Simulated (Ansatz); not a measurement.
# Structural relaxation of a frame of liquid dimethyl carbonate from 300 K (180 atoms), part 2 of 3

Aim: bring a frame of liquid dimethyl carbonate from 300 K (180 atoms) to a nearby minimum of the energy and see what moves.

Ansatz 0.2.0; Kohn-Sham DFT, r2SCAN+D3(BJ), PAW (set soft_2), plane waves.

The cell: 45 C, 45 O and 90 H. The network of contacts between molecules at the start is that of the classical potential that made the cell. The Brillouin zone is sampled at Γ only, in a cell whose shortest periodic width is 13 Å.

So far. Step 2 (Single point at the start): Neighbours are counted within 1.34 Å (H-C), 1.73 Å (C-O).

## (3) Relaxation

The atoms are relaxed in the fixed cell, aiming at the force tolerance of the input.

The input, input.yaml:

```yaml
crystal:
  lattice:
    - [12.78752, 0.0, 0.0]
    - [0.0, 12.78752, 0.0]
    - [0.0, 0.0, 12.78752]
  atoms:
    [... the 180 atom lines of step 2 ...]
kpoints:
  mp_grid: { grid: [1, 1, 1] }
hamiltonian:
  xc: r2scan
  dispersion: d3bj
scf:
  occupations: { method: fixed }
output:
  forces: true
relax:
  f_tol: 0.03
  max_steps: 200
```

Command:

```sh
$ ansatz run input.yaml --threads 4 --pin off --max-ram 8192MiB --backend cpu --events-out ev --progress --plain --runs-dir out
```

Numbers of over 12 decimals in the logs are rounded to 6 here.

Log:

```text
[...]
Crystal: 180 atoms, lattice volume = 2091.024 Å³
Basis set: ecut = 500 eV, 52923 PW (Γ), exchange–correlation on 384×384×384 points (64 copies of the dense FFT grid, shifted against one another)
Bands: 450, of which v1, the nominal top of the filled ones, is band 270 counted from 1 (269 counted from 0)
Symmetry: 1 space group operations
[...]
k-points: 1
[...]
SCF iter   1: F=—  HF=-38327.879394 eV  |F-HF|=—  |Δ(HF+E_count)|=         —  Δρ=7.70e-3  dr2=1.12e0  dr2_τ=1.41e1  ethr=1.77e-3  ⟨swp⟩=5.0  Hψ=1412  notcnv=0  defer=177
[...]
SCF iter   3: F=—  HF=-38326.081490 eV  |F-HF|=—  |Δ(HF+E_count)|=   9.53e-3  Δρ=1.68e-3  dr2=4.54e-2  dr2_τ=4.60e-3  ethr=3.15e-5  ⟨swp⟩=3.0  Hψ=518  notcnv=0  defer=80
automatic band count: iteration 3 solves 352 bands in place of 450: the levels show a gap, and the empty bands left out lie too high to hold charge; the band table lists the bands solved (type scf.n_extra_bands for more)
SCF iter   4: F=—  HF=-38326.085953 eV  |F-HF|=—  |Δ(HF+E_count)|=   4.46e-3  Δρ=6.24e-4  dr2=8.45e-3  dr2_τ=1.22e-3  ethr=8.40e-6  ⟨swp⟩=3.0  Hψ=513  notcnv=0  defer=80
[...]
SCF iter   8: F=-38326.091991 eV  HF=-38326.091982 eV  |F-HF|=8.65e-6  |Δ(HF+E_count)|=   1.26e-5  Δρ=1.32e-5  dr2=3.46e-6  dr2_τ=3.37e-7  ethr=4.17e-9  ⟨swp⟩=3.0  Hψ=1193  notcnv=0
SCF 1 converged in 8 iterations: F = -38326.091991 eV  dr2 = 3.46e-6
[...]
relax step   1: F+E_penalty+E_count = -38326.09199072 eV  Δ(F+E_penalty+E_count) = +0.000e0 eV  max|allowed force component| = 3.669e0 eV/Å  Δτ_max = 0.0000 Å  (8 SCF iters, dr2 threshold 2.25e-5 eV, accepted)
[... from here on, the SCF cycles and remarks between the steps are left out ...]
relax step   2: F+E_penalty+E_count = -38331.24200934 eV  Δ(F+E_penalty+E_count) = -5.150e0 eV  max|allowed force component| = 1.846e0 eV/Å  Δτ_max = 0.1945 Å  (7 SCF iters, dr2 threshold 1.00e-4 eV, accepted)
relax step   3: F+E_penalty+E_count = -38332.65667492 eV  Δ(F+E_penalty+E_count) = -1.415e0 eV  max|allowed force component| = 1.097e0 eV/Å  Δτ_max = 0.1943 Å  (8 SCF iters, dr2 threshold 1.00e-4 eV, accepted)
relax step   4: F+E_penalty+E_count = -38333.09813089 eV  Δ(F+E_penalty+E_count) = -4.415e-1 eV  max|allowed force component| = 5.548e-1 eV/Å  Δτ_max = 0.2000 Å  (7 SCF iters, dr2 threshold 1.00e-4 eV, accepted)
relax step   5: F+E_penalty+E_count = -38333.41540699 eV  Δ(F+E_penalty+E_count) = -3.173e-1 eV  max|allowed force component| = 3.389e-1 eV/Å  Δτ_max = 0.1991 Å  (7 SCF iters, dr2 threshold 7.88e-5 eV, accepted)
relax step   6: F+E_penalty+E_count = -38333.60912469 eV  Δ(F+E_penalty+E_count) = -1.937e-1 eV  max|allowed force component| = 4.750e-1 eV/Å  Δτ_max = 0.1945 Å  (7 SCF iters, dr2 threshold 2.94e-5 eV, accepted)
relax step   7: F+E_penalty+E_count = -38333.76403408 eV  Δ(F+E_penalty+E_count) = -1.549e-1 eV  max|allowed force component| = 3.604e-1 eV/Å  Δτ_max = 0.1949 Å  (7 SCF iters, dr2 threshold 8.42e-5 eV, accepted)
relax step   8: F+E_penalty+E_count = -38333.88313233 eV  Δ(F+E_penalty+E_count) = -1.191e-1 eV  max|allowed force component| = 5.035e-1 eV/Å  Δτ_max = 0.1949 Å  (7 SCF iters, dr2 threshold 7.47e-5 eV, accepted)
relax step   9: F+E_penalty+E_count = -38333.98086133 eV  Δ(F+E_penalty+E_count) = -9.773e-2 eV  max|allowed force component| = 4.151e-1 eV/Å  Δτ_max = 0.1946 Å  (7 SCF iters, dr2 threshold 1.00e-4 eV, accepted)
relax step  10: F+E_penalty+E_count = -38334.04633879 eV  Δ(F+E_penalty+E_count) = -6.548e-2 eV  max|allowed force component| = 4.674e-1 eV/Å  Δτ_max = 0.1710 Å  (7 SCF iters, dr2 threshold 1.00e-4 eV, accepted)
relax step  11: F+E_penalty+E_count = -38334.09873937 eV  Δ(F+E_penalty+E_count) = -5.240e-2 eV  max|allowed force component| = 5.019e-1 eV/Å  Δτ_max = 0.1782 Å  (7 SCF iters, dr2 threshold 1.00e-4 eV, accepted)
relax step  12: F+E_penalty+E_count = -38334.14979549 eV  Δ(F+E_penalty+E_count) = -5.106e-2 eV  max|allowed force component| = 4.470e-1 eV/Å  Δτ_max = 0.1948 Å  (7 SCF iters, dr2 threshold 1.00e-4 eV, accepted)
relax step  13: F+E_penalty+E_count = -38334.19784166 eV  Δ(F+E_penalty+E_count) = -4.805e-2 eV  max|allowed force component| = 2.925e-1 eV/Å  Δτ_max = 0.1929 Å  (7 SCF iters, dr2 threshold 1.00e-4 eV, accepted)
relax step  14: F+E_penalty+E_count = -38334.23779851 eV  Δ(F+E_penalty+E_count) = -3.996e-2 eV  max|allowed force component| = 3.099e-1 eV/Å  Δτ_max = 0.1526 Å  (7 SCF iters, dr2 threshold 3.66e-5 eV, accepted)
relax step  15: F+E_penalty+E_count = -38334.27013540 eV  Δ(F+E_penalty+E_count) = -3.234e-2 eV  max|allowed force component| = 3.621e-1 eV/Å  Δτ_max = 0.1417 Å  (7 SCF iters, dr2 threshold 4.11e-5 eV, accepted)
relax step  16: F+E_penalty+E_count = -38334.29190406 eV  Δ(F+E_penalty+E_count) = -2.177e-2 eV  max|allowed force component| = 3.882e-1 eV/Å  Δτ_max = 0.1211 Å  (7 SCF iters, dr2 threshold 1.00e-4 eV, accepted)
[...]
relax step  55: F+E_penalty+E_count = -38334.55578981 eV  Δ(F+E_penalty+E_count) = -6.742e-8 eV  max|allowed force component| = 1.926e-2 eV/Å  Δτ_max = 0.0000 Å  (2 SCF iters, accepted)
relax step  56: F+E_penalty+E_count = -38334.55701005 eV  Δ(F+E_penalty+E_count) = -1.220e-3 eV  max|allowed force component| = 6.830e-2 eV/Å  Δτ_max = 0.1169 Å  (9 SCF iters, accepted)
[...]
relax step  61: F+E_penalty+E_count = -38334.55824066 eV  Δ(F+E_penalty+E_count) = +2.732e-3 eV  max|allowed force component| = 4.173e-1 eV/Å  Δτ_max = 0.1972 Å  (8 SCF iters, dr2 threshold 1.26e-6 eV, rejected (line search))
relax step  62: F+E_penalty+E_count = -38334.56356741 eV  Δ(F+E_penalty+E_count) = -2.595e-3 eV  max|allowed force component| = 6.661e-2 eV/Å  Δτ_max = 0.0973 Å  (9 SCF iters, accepted)
[...]
relax step  67: F+E_penalty+E_count = -38334.56844010 eV  Δ(F+E_penalty+E_count) = +2.107e-3 eV  max|allowed force component| = 5.171e-1 eV/Å  Δτ_max = 0.1608 Å  (9 SCF iters, rejected (line search))
relax step  68: F+E_penalty+E_count = -38334.57361397 eV  Δ(F+E_penalty+E_count) = -3.066e-3 eV  max|allowed force component| = 1.054e-1 eV/Å  Δτ_max = 0.0799 Å  (9 SCF iters, accepted)
[...]
relax step  72: F+E_penalty+E_count = -38334.58360523 eV  Δ(F+E_penalty+E_count) = -3.973e-3 eV  max|allowed force component| = 1.838e-1 eV/Å  Δτ_max = 0.1945 Å  (9 SCF iters, accepted)
[...]
relax step  75: F+E_penalty+E_count = -38334.59078766 eV  Δ(F+E_penalty+E_count) = -1.645e-3 eV  max|allowed force component| = 3.410e-2 eV/Å  Δτ_max = 0.0297 Å  (8 SCF iters, accepted)
relax step  76: F+E_penalty+E_count = -38334.59309744 eV  Δ(F+E_penalty+E_count) = -2.310e-3 eV  max|allowed force component| = 6.254e-2 eV/Å  Δτ_max = 0.1338 Å  (10 SCF iters, accepted)
[...]
relax step  86: F+E_penalty+E_count = -38334.60428413 eV  Δ(F+E_penalty+E_count) = -3.410e-7 eV  max|allowed force component| = 2.628e-2 eV/Å  Δτ_max = 0.0000 Å  (4 SCF iters, accepted)
relax step  87: F+E_penalty+E_count = -38334.60497276 eV  Δ(F+E_penalty+E_count) = -6.886e-4 eV  max|allowed force component| = 5.692e-2 eV/Å  Δτ_max = 0.0667 Å  (9 SCF iters, accepted)
[...]
relax step  90: F+E_penalty+E_count = -38334.60823416 eV  Δ(F+E_penalty+E_count) = -9.783e-4 eV  max|allowed force component| = 6.516e-2 eV/Å  Δτ_max = 0.0631 Å  (7 SCF iters, dr2 threshold 1.55e-6 eV, accepted)
relax step  91: F+E_penalty+E_count = -38334.60934439 eV  Δ(F+E_penalty+E_count) = -1.110e-3 eV  max|allowed force component| = 6.320e-2 eV/Å  Δτ_max = 0.0420 Å  (7 SCF iters, dr2 threshold 4.25e-6 eV, accepted)
relax step  92: F+E_penalty+E_count = -38334.61084183 eV  Δ(F+E_penalty+E_count) = -1.497e-3 eV  max|allowed force component| = 1.102e-1 eV/Å  Δτ_max = 0.0854 Å  (7 SCF iters, dr2 threshold 3.76e-6 eV, accepted)
relax step  93: F+E_penalty+E_count = -38334.61184123 eV  Δ(F+E_penalty+E_count) = -9.994e-4 eV  max|allowed force component| = 1.090e-1 eV/Å  Δτ_max = 0.0740 Å  (7 SCF iters, dr2 threshold 1.14e-5 eV, accepted)
relax step  94: F+E_penalty+E_count = -38334.61317969 eV  Δ(F+E_penalty+E_count) = -1.338e-3 eV  max|allowed force component| = 1.006e-1 eV/Å  Δτ_max = 0.0539 Å  (6 SCF iters, dr2 threshold 1.16e-5 eV, accepted)
relax step  95: F+E_penalty+E_count = -38334.61441841 eV  Δ(F+E_penalty+E_count) = -1.239e-3 eV  max|allowed force component| = 7.936e-2 eV/Å  Δτ_max = 0.0368 Å  (6 SCF iters, dr2 threshold 8.62e-6 eV, accepted)
relax step  96: F+E_penalty+E_count = -38334.61631645 eV  Δ(F+E_penalty+E_count) = -1.898e-3 eV  max|allowed force component| = 3.761e-2 eV/Å  Δτ_max = 0.0770 Å  (7 SCF iters, dr2 threshold 3.92e-6 eV, accepted)
relax step  97: F+E_penalty+E_count = -38334.61800456 eV  Δ(F+E_penalty+E_count) = -1.688e-3 eV  max|allowed force component| = 8.447e-2 eV/Å  Δτ_max = 0.1953 Å  (10 SCF iters, accepted)
relax step  98: F+E_penalty+E_count = -38334.61944584 eV  Δ(F+E_penalty+E_count) = -1.441e-3 eV  max|allowed force component| = 4.771e-2 eV/Å  Δτ_max = 0.0200 Å  (7 SCF iters, dr2 threshold 1.60e-6 eV, accepted)
relax step  99: F+E_penalty+E_count = -38334.62045405 eV  Δ(F+E_penalty+E_count) = -1.008e-3 eV  max|allowed force component| = 2.864e-2 eV/Å  Δτ_max = 0.0220 Å  (8 SCF iters, accepted)
[...]
SCF iter   2: F=-38334.620454 eV  HF=-38334.620454 eV  |F-HF|=4.35e-8  |Δ(HF+E_count)|=   3.69e-8  Δρ=6.80e-7  dr2=1.59e-8  dr2_τ=2.45e-9  ethr=1.37e-11  ⟨swp⟩=4.0  Hψ=1132  notcnv=0
SCF 100 converged in 2 iterations: F = -38334.620454 eV  dr2 = 1.59e-8
SCF converged after 2 iterations
Free energy (F): -38334.620454 eV
[...]
Internal energy: -38334.620454 eV  (E = F + TS)
E sigma→0 (E₀):  -38334.620454 eV
Fermi energy:    -2.347015 eV
[...]
--- Forces (eV/Å), atoms counted from 1 ---
  atom   1  C     -0.00430573    -0.00045532     0.00174156
  atom   2  O      0.00063335     0.00529368     0.00136303
  atom   3  C      0.00605166    -0.00181956    -0.00886002
  atom   4  O     -0.00369929    -0.00286115     0.00524040
  atom   5  O     -0.00493642     0.00445111     0.00069153
  atom   6  C      0.00343196    -0.00469204    -0.00077925
  atom   7  H     -0.00108618     0.00018003    -0.00114539
  atom   8  H      0.00069357    -0.00073499     0.00097117
  atom   9  H     -0.00003672    -0.00117229     0.00048131
  atom  10  H     -0.00214244    -0.00179459     0.00016791
  atom  11  H      0.00133926    -0.00009953    -0.00034743
  atom  12  H      0.00034843     0.00193683     0.00141177
  atom  13  C     -0.00006664    -0.00111992     0.00039379
  atom  14  O     -0.00211282    -0.00014919    -0.00160278
[...]
atom 179  H      0.00023681     0.00010347     0.00053320
  atom 180  H     -0.00145608    -0.00022886     0.00003442
  max |Σ_I F_I| component: 9.07e-5 eV/Å
--- Relaxed structure (99 steps of the walk, 96 accepted, 0 SCFs on fresh bases) ---
  F+E_penalty+E_count = -38334.62045405 eV   max|allowed force component| = 2.864e-2 eV/Å
  atoms:
    - { symbol: C, position: [0.0024335, 0.315239, 0.476029] }
    - { symbol: O, position: [0.915015, 0.310738, 0.546931] }
    - { symbol: C, position: [0.847032, 0.389063, 0.536915] }
    - { symbol: O, position: [0.852163, 0.459886, 0.474608] }
[...]
- { symbol: H, position: [0.941274, 0.227065, 0.189872] }
```

Run time: 38 min. Hardware: 4 threads of Intel Xeon Platinum 8559C (Emerald Rapids), shared host; peak memory 5.4 GiB.

Step by step (22 of 99):

```
step  energy less that of the first step (eV)  largest force component (eV/Å)
   1                                   0.0000                          3.6695
   6                                  -7.5171                          0.4750
  10                                  -7.9543                          0.4674
  15                                  -8.1781                          0.3621
  20                                  -8.2773                          0.3095
  24                                  -8.3151                          0.1964
  29                                  -8.3392                          0.1256
  34                                  -8.3836                          0.2926
  38                                  -8.4351                          0.1246
  43                                  -8.4548                          0.0528
  48                                  -8.4601                          0.0437
  52                                  -8.4622                          0.0788
  57                                  -8.4655                          0.1172
  62                                  -8.4716                          0.0666
  66                                  -8.4786                          0.0605
  71                                  -8.4876                          0.0434
  76                                  -8.5011                          0.0625
  80                                  -8.5072                          0.0450
  85                                  -8.5123                          0.0264
  90                                  -8.5162                          0.0652
  94                                  -8.5212                          0.1006
  99                                  -8.5285                          0.0286
```

Relaxation steps 50, 61, 67 were tried and not accepted.

The atoms that moved most (Å):

```
atom      dx      dy      dz  length
H180   0.481  -2.840   0.380   2.905
H168   0.286   2.037  -1.288   2.427
 H79   1.323  -0.709  -1.534   2.146
H179  -0.735  -1.952  -0.007   2.086
C174   0.137  -1.989   0.285   2.014
O173   0.211  -1.925   0.357   1.969
H152  -0.140  -0.225  -1.876   1.894
 H69   0.327  -1.603   0.906   1.870
```

The relaxation changed the energy by -47.4 meV/atom, and atoms moved by 1.2 Å r.m.s., 2.9 Å at most.

## (4) Local order after relaxation

Bonds before and after, by the cutoffs listed below:

```
pair  bonds before  bonds after  mean before (Å)  mean after (Å)  spread before (Å)  spread after (Å)
 H-C            90           90            1.098           1.087              0.028             0.002
 C-O            75           75            1.358           1.351              0.078             0.086
```

Density 1.07 g/cm³, 11.62 Å³ an atom.

Pair distribution functions g(r), in bins of 0.2 Å:

| r (Å) | total | H-H | H-C | H-O | C-C | C-O | O-O |
| --- | --- | --- | --- | --- | --- | --- | --- |
| 1.00 | 4.00 | 0.00 | 16.00 | 0.00 | 0.00 | 0.00 | 0.00 |
| 1.20 | 0.52 | 0.00 | 0.00 | 0.00 | 0.00 | 4.11 | 0.00 |
| 1.40 | 1.64 | 0.00 | 0.00 | 0.00 | 0.00 | 13.05 | 0.00 |
| 1.60 | 0.00 | 0.00 | 0.00 | 0.00 | 0.00 | 0.00 | 0.00 |
| 1.80 | 1.47 | 5.85 | 0.00 | 0.00 | 0.00 | 0.00 | 0.00 |
| 2.00 | 1.09 | 0.00 | 0.00 | 4.37 | 0.00 | 0.00 | 0.00 |
| 2.20 | 0.46 | 0.00 | 0.00 | 0.00 | 0.00 | 0.00 | 7.37 |
| 2.40 | 0.41 | 0.24 | 0.00 | 0.24 | 4.56 | 0.00 | 0.00 |
| 2.60 | 1.41 | 0.97 | 1.73 | 2.09 | 0.00 | 1.73 | 0.00 |
| 2.80 | 0.55 | 0.74 | 0.16 | 1.31 | 0.00 | 0.00 | 0.00 |
| 3.00 | 0.50 | 0.73 | 0.49 | 0.72 | 0.00 | 0.09 | 0.00 |
| 3.20 | 0.83 | 0.66 | 1.57 | 0.76 | 0.00 | 0.48 | 0.47 |
| 3.40 | 1.02 | 0.97 | 1.22 | 0.44 | 0.29 | 2.23 | 1.06 |
| 3.60 | 0.93 | 0.80 | 1.17 | 0.69 | 0.56 | 1.32 | 1.01 |
| 3.80 | 1.21 | 0.71 | 0.98 | 2.16 | 1.70 | 0.80 | 0.57 |
| 4.00 | 0.96 | 1.06 | 1.06 | 0.82 | 1.14 | 0.77 | 0.92 |
| 4.20 | 1.14 | 1.36 | 0.84 | 1.34 | 1.45 | 0.94 | 0.65 |
| 4.40 | 1.08 | 1.09 | 0.92 | 1.08 | 1.99 | 0.90 | 1.19 |
| 4.60 | 1.04 | 0.84 | 1.03 | 1.17 | 1.69 | 0.73 | 1.25 |
| 4.80 | 1.21 | 1.19 | 1.64 | 1.06 | 0.93 | 0.88 | 1.04 |
| 5.00 | 1.03 | 1.19 | 1.27 | 0.78 | 0.73 | 1.02 | 0.72 |
| 5.20 | 1.06 | 1.08 | 1.12 | 1.02 | 1.07 | 1.08 | 0.91 |
| 5.40 | 0.96 | 0.85 | 1.01 | 0.88 | 0.96 | 1.29 | 0.91 |
| 5.60 | 1.01 | 1.03 | 1.01 | 0.96 | 0.92 | 1.10 | 1.05 |
| 5.80 | 1.01 | 1.22 | 0.92 | 0.97 | 0.61 | 1.18 | 0.78 |
| 6.00 | 0.91 | 0.91 | 0.77 | 1.02 | 1.09 | 0.89 | 0.91 |
| 6.20 | 0.97 | 1.01 | 0.91 | 0.96 | 1.01 | 0.80 | 1.32 |

Bonds by pair of elements; cutoffs follow the first minimum of g(r), held within bounds set by covalent radii, and pairs that aren't listed don't count as bonded:

```csv
pair A-B,cutoff (Å),bonds,mean length (Å),spread (Å),shortest (Å),B about A,A about B
H-C,1.34,90,1.09,0.002,1.08,1,2
C-O,1.73,75,1.35,0.086,1.21,1.67,1.67
```

How many atoms have how many bonded neighbours:

```csv
element,mean,1,2,3,4
C,3.67,0,0,15,30
H,1,90,0,0,0
O,1.67,15,30,0,0
```

Bond angles (no mean is given where the spread exceeds 20°):

```
angle  count  mean (°)  spread (°)
H-C-H     90       110         0.6
H-C-O     90       109         2.2
O-C-O     45       120         8.5
C-O-C     30       115         0.4
```

Bond length by coordination (bonds to H left out):

```
element  coordination  atoms  mean bond length (Å)
      C             3     15                  1.29
      C             4     30                  1.44
      O             1     15                  1.21
      O             2     30                  1.39
```

With the cutoffs above, 67 % of C atoms have 4, all H atoms have 1 and 67 % of O atoms have 2 bonded neighbours. The H-C-H angle averages 110° with a spread of 0.6°. Bonds at O atoms with 1 neighbour average 1.21 Å, against 1.39 Å at those with 2.

[end of part 2 of 3]

[Logs are printed without paths, hosts, clocks, repeated set-up lines and the standing remarks that a program may print on its own settings, such as how far it seeks lower states.]

[Hosts, paths, dates, database ids (printed as entryN), source tags and the programs' standing remarks are cut or masked in the printed files.]
